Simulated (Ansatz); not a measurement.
# Band gap of PbS (Galena) from density functionals to GW

What gap does each level of theory give for PbS (Galena), and in what time?

Calculated with Ansatz 0.2.0; density functionals, hybrids and G0W0, plane waves, PAW.

Report form: the programs' logs are mostly left out.

The database entry behind the starting cell differs from later determinations by our own check (about 0.1 % short), so it need not match the best structure at ambient conditions.

In doubt: masses and optical values from hybrid runs of this build are listed as unsure (step 7), which bears on the screening that GW takes from such a start.

**1. Set-up**

It takes space group Fm-3m (No. 225, cubic). The conventional cell has a = 5.931 Å, b = 5.931 Å, c = 5.931 Å, α = 90.00°, β = 90.00°, γ = 90.00°. Nearest to Pb lie 6 S at 2.97 Å. Nearest to S lie 6 Pb at 2.97 Å. Farther neighbours and most contacts between anions are not listed.

The cell and positions come from the Crystallography Open Database and are kept as given unless a step says otherwise. Spin-orbit coupling is left out unless a step names it.

The logs state that the PAW files were generated under PBE.

**2. PBE on the 6×6×6 mesh**

Levels along a band path and on the mesh show where this functional puts the band edges.

This step: DFT, PBE, plane waves, PAW; PAW set soft_1.

File input.yaml:

```yaml
crystal:
  lattice:
    - [0.0, 2.96575, 2.96575]
    - [2.96575, 0.0, 2.96575]
    - [2.96575, 2.96575, 0.0]
  atoms:
    - { symbol: Pb, position: [0.0, 0.0, 0.0] }
    - { symbol: S, position: [0.5, 0.5, 0.5] }
kpoints:
  mp_grid: { grid: [6, 6, 6] }
  band_path:
    path:
      - [[0.0, 0.0, 0.0], [0.5, 0.0, 0.5], [0.625, 0.25, 0.625]]
      - [[0.375, 0.375, 0.75], [0.0, 0.0, 0.0], [0.5, 0.5, 0.5], [0.5, 0.25, 0.75], [0.5, 0.0, 0.5]]
    npoints: 10
hamiltonian:
  xc: pbe
  pseudopotentials: { kind: paw, azcp: { folder: soft_1 } }
scf:
  occupations: { method: fermi_dirac, width: 0.02 }
  n_extra_bands: 4
output:
  eigenvalues: true
```

Run with:

```console
> ansatz run input.yaml --threads 24 --pin off --max-ram 82944MiB --backend cuda --events-out ev --progress --plain --runs-dir out --devices 1 --max-vram 78GiB
```

The job ended after 2.4 s (1 × NVIDIA GB200 (shared by 2 runs) with 24 threads of Arm Neoverse V2, shared host; peak memory 0.95 GiB).

This step gave:

```
filled bands         : 10
gap                  : 0.3666 eV
valence top at       : L
conduction bottom at : L
least direct gap     : 0.3666 eV
```

Over mesh and path the gap is 0.367 eV, direct, at k = (0.500, 0.500, 0.500).

**3. PBE+SOC on the 6×6×6 mesh**

This run has two-component orbitals with spin-orbit coupling.

This step: DFT, PBE with spin-orbit coupling, plane waves, PAW; PAW set soft_1.

input.yaml, the sections that differ from step 2:

```yaml
kpoints:
  mp_grid: { grid: [6, 6, 6] }
  band_path:
    path:
      - [0.0, 0.0, 0.0]
      - [0.5, 0.0, 0.5]
      - [0.625, 0.25, 0.625]
      - [0.375, 0.375, 0.75]
      - [0.5, 0.5, 0.5]
      - [0.5, 0.25, 0.75]
    npoints: 1
hamiltonian:
  xc: pbe
  pseudopotentials: { kind: paw_fr, azcp: { folder: soft_1 } }
scf:
  occupations: { method: fermi_dirac, width: 0.02 }
  n_extra_bands: 8
magnetization:
  noncollinear: true
  spin_orbit: true
# crystal, output: as in step 2
```

Run time: 3.4 s. Hardware: 1 × NVIDIA GB200 (shared by 2 runs) with 24 threads; peak memory 1.1 GiB.

This step gave:

- gap: 0.07295 eV
- valence top at: L
- conduction bottom at: k = (0.000, 0.000, -0.500)
- least direct gap: 0.07295 eV

Over mesh and listed points the gap is 0.073 eV, direct, at k = (0.000, 0.000, -0.500). A gap this narrow can be one between bands that have crossed; their order was not checked. It is no wider than five times the smearing of 0.02 eV. PBE+SOC against PBE: 0.073 − 0.367 = −0.294 eV, with the same mesh, set of files (read in its fully relativistic form for the spin-orbit run) and cutoff, and both edges at the same k points. The spin-orbit run sees mesh and listed points alone, so its gap is an upper bound: the coupling can move an edge off these points, and the change over the zone, its sign included where it is small, is not known. The order of the bands was not checked, so with a gap cut this far they may have crossed.

**4. r2SCAN on the 6×6×6 mesh**

r2SCAN is a meta-GGA: it depends on the kinetic-energy density as well as on the density and its gradient.

This step: DFT, r2SCAN, plane waves, PAW; PAW set soft_1.

input.yaml, the sections that differ from step 3:

```yaml
hamiltonian:
  xc: r2scan
  pseudopotentials: { kind: paw, azcp: { folder: soft_1 } }
scf:
  occupations: { method: fixed }
  n_extra_bands: 4
# crystal, kpoints, output: as in step 3
# magnetization: removed
```

Run time: 2 s. Hardware: 1 × NVIDIA GB200 (shared by 2 runs) with 24 threads; peak memory 1 GiB; 2.1 s of CPU time.

This step gave:

- gap: 0.6211 eV
- valence top at: L
- conduction bottom at: L
- least direct gap: 0.6211 eV

Over mesh and listed points the gap is 0.621 eV, direct, at k = (0.500, 0.500, 0.500). r2SCAN against PBE: 0.621 − 0.367 = +0.254 eV. The runs also differ in plane-wave cutoff (420 eV and 500 eV), so how much of this comes from the functional alone is not known.

**5. HSE06 on the 4×4×4 mesh**

HSE06 mixes in a quarter of exact exchange at short range.

This step: DFT, HSE06, plane waves, PAW; PAW set soft_1.

input.yaml: that of step 4 with these lines changed.

```diff
@@ -9,3 +9,3 @@
 kpoints:
-  mp_grid: { grid: [6, 6, 6] }
+  mp_grid: { grid: [4, 4, 4] }
   band_path:
@@ -20,3 +20,3 @@
 hamiltonian:
-  xc: r2scan
+  xc: hse06
   pseudopotentials: { kind: paw, azcp: { folder: soft_1 } }
```

It took 4.2 s on 1 × NVIDIA GB200 (shared by 2 runs) with 24 threads; peak memory 1.1 GiB.

Numbers from this step:

| Quantity | Value |
| --- | --- |
| gap | 0.8031 eV |
| valence top at | L |
| conduction bottom at | L |
| least direct gap | 0.8031 eV |
| exact-exchange fraction | 0.25 |

Over mesh and listed points the gap is 0.803 eV, direct, at k = (0.500, 0.500, 0.500). HSE06 against PBE: 0.803 − 0.367 = +0.436 eV. The runs also differ in mesh (6×6×6 and 4×4×4), so how much of this comes from the functional alone is not known.

**6. G0W0@PBE, 4×4×4 mesh, 335 empty bands, screening to 200 eV, PAW set soft_1 files**

G0W0 replaces the xc potential by a self-energy built once from the orbitals of the start. Levels are corrected in the window of bands that the input names, at points of the mesh.

This step: G0W0 on PBE, plane waves, PAW; PAW set soft_1.

File input.yaml:

```yaml
crystal:
  lattice:
    - [0.0, 2.96575, 2.96575]
    - [2.96575, 0.0, 2.96575]
    - [2.96575, 2.96575, 0.0]
  atoms:
    - { symbol: Pb, position: [0.0, 0.0, 0.0] }
    - { symbol: S, position: [0.5, 0.5, 0.5] }
kpoints:
  mp_grid: { grid: [4, 4, 4] }
hamiltonian:
  xc: pbe
  pseudopotentials: { kind: paw, azcp: { folder: soft_1 } }
scf:
  occupations: { method: fixed }
gw:
  n_empty_bands: 335
  ecut_chi: 200.0
  qp_bands: [v2, c2]
  qp_kpoints: band_edges
  screening: { model: contour_deformation }
```

It took 3.9 s on 1 × NVIDIA GB200 (shared by 2 runs) with 24 threads; peak memory 1.3 GiB; 8.2 s of CPU time.

Numbers from this step:

- bands summed: 345
- RPA ε∞ on this mesh (eigenvalues): 69.91, 69.91, 69.91
- plane waves in the screening matrix: 331
- G0W0 gap over the corrected points: 0.6054 eV
- k of the valence top: 0, 0, -0.5
- k of the conduction bottom: 0, 0, -0.5
- starting gap on the mesh: 0.3651 eV
- Z at the valence top: 0.7130
- Z at the conduction bottom: 0.7415
- least direct G0W0 gap over the corrected points: 0.6054 eV

Over 3 of 8 irreducible mesh points the G0W0 gap is 0.605 eV, direct, at k = (0.000, 0.000, -0.500). The PBE gap of this run on the mesh is 0.365 eV. The two states that bound the G0W0 gap lie that far apart at the start, so the correction of the gap is 0.605 − 0.365 = +0.240 eV.

**7. G0W0@HSE06, 4×4×4 mesh, 155 empty bands, screening to 120 eV, PAW set soft_1 files**

This step: G0W0 on HSE06, plane waves, PAW; PAW set soft_1.

input.yaml: that of step 6 with these lines changed.

```diff
@@ -11,3 +11,3 @@
 hamiltonian:
-  xc: pbe
+  xc: hse06
   pseudopotentials: { kind: paw, azcp: { folder: soft_1 } }
@@ -16,4 +16,4 @@
 gw:
-  n_empty_bands: 335
-  ecut_chi: 200.0
+  n_empty_bands: 155
+  ecut_chi: 120
   qp_bands: [v2, c2]
```

Elapsed: 7.3 s, on 1 × NVIDIA GB200 (shared by 2 runs) with 24 threads; peak memory 1.3 GiB.

This step gave:

* bands summed: 165
* RPA ε∞ on this mesh (eigenvalues): 19.10, 19.10, 19.10
* plane waves in the screening matrix: 169
* G0W0 gap over the corrected points: 0.7208 eV
* k of the valence top: 0, 0, -0.5
* k of the conduction bottom: 0, 0, -0.5
* starting gap on the mesh: 0.8031 eV
* Z at the valence top: 0.7582
* Z at the conduction bottom: 0.7824
* least direct G0W0 gap over the corrected points: 0.7208 eV

Over 3 of 8 irreducible mesh points the G0W0 gap is 0.721 eV, direct, at k = (0.000, 0.000, -0.500). The HSE06 gap of this run on the mesh is 0.803 eV. The two states that bound the G0W0 gap lie that far apart at the start, so the correction of the gap is 0.721 − 0.803 = −0.082 eV. G0W0@HSE06 against G0W0@PBE with 165 bands (a further run, in the table below): 0.721 − 0.472 = +0.249 eV, with the same mesh, files and cutoffs, and both edges at the same k points.

**8. Gap and time by level**

Each gap is the least one over the points named; times are wall times on shared hosts, not benchmarks. A G0W0 time includes the run's own self-consistent start. Runs with listed points see these and the mesh alone, so an edge that moves elsewhere is missed. Rows marked * are further runs, not shown as steps, whose inputs differ from the G0W0 step on the same start in the columns given; solver thresholds can differ too. Symmetry makes (0.500, 0.500, 0.500) and (0.000, 0.000, -0.500) one point.

```
     level   mesh       files, cutoff  bands summed, screening                          points  gap (eV)             valence top       conduction bottom  least direct gap (eV)   time
       PBE  6×6×6  soft_1 PAW, 420 eV                        -                   mesh and path     0.367   (0.500, 0.500, 0.500)   (0.500, 0.500, 0.500)                  0.367  2.4 s
   PBE+SOC  6×6×6  soft_1 PAW, 420 eV                        -          mesh and listed points     0.073   (0.500, 0.500, 0.500)  (0.000, 0.000, -0.500)                  0.073  3.4 s
    r2SCAN  6×6×6  soft_1 PAW, 500 eV                        -          mesh and listed points     0.621   (0.500, 0.500, 0.500)   (0.500, 0.500, 0.500)                  0.621    2 s
     HSE06  4×4×4  soft_1 PAW, 420 eV                        -          mesh and listed points     0.803   (0.500, 0.500, 0.500)   (0.500, 0.500, 0.500)                  0.803  4.2 s
 G0W0@PBE*  4×4×4  soft_1 PAW, 420 eV                65, 60 eV  3 of 8 irreducible mesh points     0.318  (0.000, 0.000, -0.500)  (0.000, 0.000, -0.500)                  0.318  2.6 s
 G0W0@PBE*  4×4×4  soft_1 PAW, 420 eV              165, 120 eV  3 of 8 irreducible mesh points     0.472  (0.000, 0.000, -0.500)  (0.000, 0.000, -0.500)                  0.472  2.7 s
  G0W0@PBE  4×4×4  soft_1 PAW, 420 eV              345, 200 eV  3 of 8 irreducible mesh points     0.605  (0.000, 0.000, -0.500)  (0.000, 0.000, -0.500)                  0.605  3.9 s
G0W0@HSE06  4×4×4  soft_1 PAW, 420 eV              165, 120 eV  3 of 8 irreducible mesh points     0.721  (0.000, 0.000, -0.500)  (0.000, 0.000, -0.500)                  0.721  7.3 s
```

**9. Summary of results**

| Item | Value |
| --- | --- |
| PBE, over mesh and path | 0.367 eV |
| PBE+SOC, over mesh and listed points | 0.073 eV |
| r2SCAN, over mesh and listed points | 0.621 eV |
| HSE06, over mesh and listed points | 0.803 eV |
| G0W0@PBE (345 bands, 4×4×4), over 3 of 8 irreducible mesh points | 0.605 eV |
| G0W0@HSE06, over 3 of 8 irreducible mesh points | 0.721 eV |
| known limits | finite bands, screening cutoff and k mesh; no spin-orbit coupling in G0W0; band order with spin-orbit coupling not checked; large ε∞ on the G0W0 mesh |

What this shows: The rows run from 0.073 eV (PBE+SOC) to 0.803 eV (HSE06). They differ in mesh, plane-wave cutoff, bands and screening cutoff of G0W0 and the points over which the gap was sought as well as in level, so only pairs that share these are like for like. PBE+SOC against PBE: 0.073 − 0.367 = −0.294 eV, with the same mesh, set of files (read in its fully relativistic form for the spin-orbit run) and cutoff, and both edges at the same k points. The spin-orbit run sees mesh and listed points alone, so its gap is an upper bound: the coupling can move an edge off these points, and the change over the zone, its sign included where it is small, is not known. The order of the bands was not checked, so with a gap cut this far they may have crossed. G0W0@HSE06 against G0W0@PBE with 165 bands: 0.721 − 0.472 = +0.249 eV, with the same mesh, files and cutoffs, and both edges at the same k points. G0W0@PBE (345 bands, 4×4×4) moves the gap of its own start on the mesh by 0.605 − 0.365 = +0.240 eV, between the same two levels. Both edges that PBE shows over mesh and path lie at k points where levels were corrected. Levels at other points were not corrected, so a lower G0W0 gap elsewhere in the zone is not ruled out. G0W0@HSE06 moves the gap of its own start on the mesh by 0.721 − 0.803 = −0.082 eV, between the same two levels. Both edges that HSE06 shows over mesh and listed points lie at k points where levels were corrected. Levels at other points were not corrected, so a lower G0W0 gap elsewhere in the zone is not ruled out. What spin-orbit coupling does to the G0W0 levels was not computed, so no sum with the G0W0 gap is formed. For G0W0@PBE: from 65 bands and 60 eV to 345 bands and 200 eV the gap moves by 0.605 − 0.318 = +0.287 eV (rung by rung 0.318, 0.472, 0.605 eV); bands and screening cutoff rise together, so their parts are not told apart. A line in one over the bands through the two highest rungs gives 0.605 + (0.605 − 0.472) × 165 / (345 − 165) = 0.727 eV, and through the pair below 0.472 + (0.472 − 0.318) × 65 / (165 − 65) = 0.572 eV. The two differ by 0.155 eV, not under the 0.030 eV asked, so the law does not hold well over these rungs and the limit is not known. The other G0W0 rows are shown at one basis each (165 bands), so their distance from the limit is not known here. The G0W0 runs are scalar-relativistic. With heavy atoms and a narrow start gap, spin-orbit coupling can change the order of the bands at the edges; the order was not checked, and the scalar-relativistic G0W0 gap may be a model value. The largest eigenvalue of the RPA ε∞ is large: 70 in G0W0@PBE (4×4×4, 345 bands), 70 in G0W0@PBE (4×4×4, 65 bands) and 70 in G0W0@PBE (4×4×4, 165 bands). A perturbation-theory run of this series on PBE, not shown as a step (6×6×6 (response on 512 points) mesh, soft_1 PAW), gives 17.0, so a mesh with so large a value overstates the long-range screening, which bears on the G0W0 gap by an amount not known here. No pair of G0W0 runs that differ in the mesh alone is shown (4×4×4 is a supercell whose nearest images lie 17 Å apart), so the error from the mesh is not known here. G0W0 is shown with one set of atomic data (soft_1 PAW), so the error from the files is not known here.

[Paths, hosts, dates, memory and timing lines, banners, echoed tables and standing remarks are left out of the program output.]

[Logs are printed without paths, hosts, clocks, repeated set-up lines and the standing remarks that a program may print on its own settings, such as how far it seeks lower states.]

[Runs of the session that timed out or met a known fault of the program may be left out.]

[Cells called generated may have been cut or substituted from an entry of the Crystallography Open Database or the Materials Project.]

[Hosts, paths, dates, database ids (printed as entryN), source tags and the programs' standing remarks are cut or masked in the printed files.]

[Where an RPA ε∞ is given, it is that of the G0W0 mesh and is not shown converged in it. Names of k-points follow the symmetry that the program found, which can be lower than the space group named. Band edges on a path are those of the sampled points; other points can move an edge, and change direct to indirect where valleys lie close.]

[Hybrid gaps are those of their k-mesh and are not shown converged in it.]
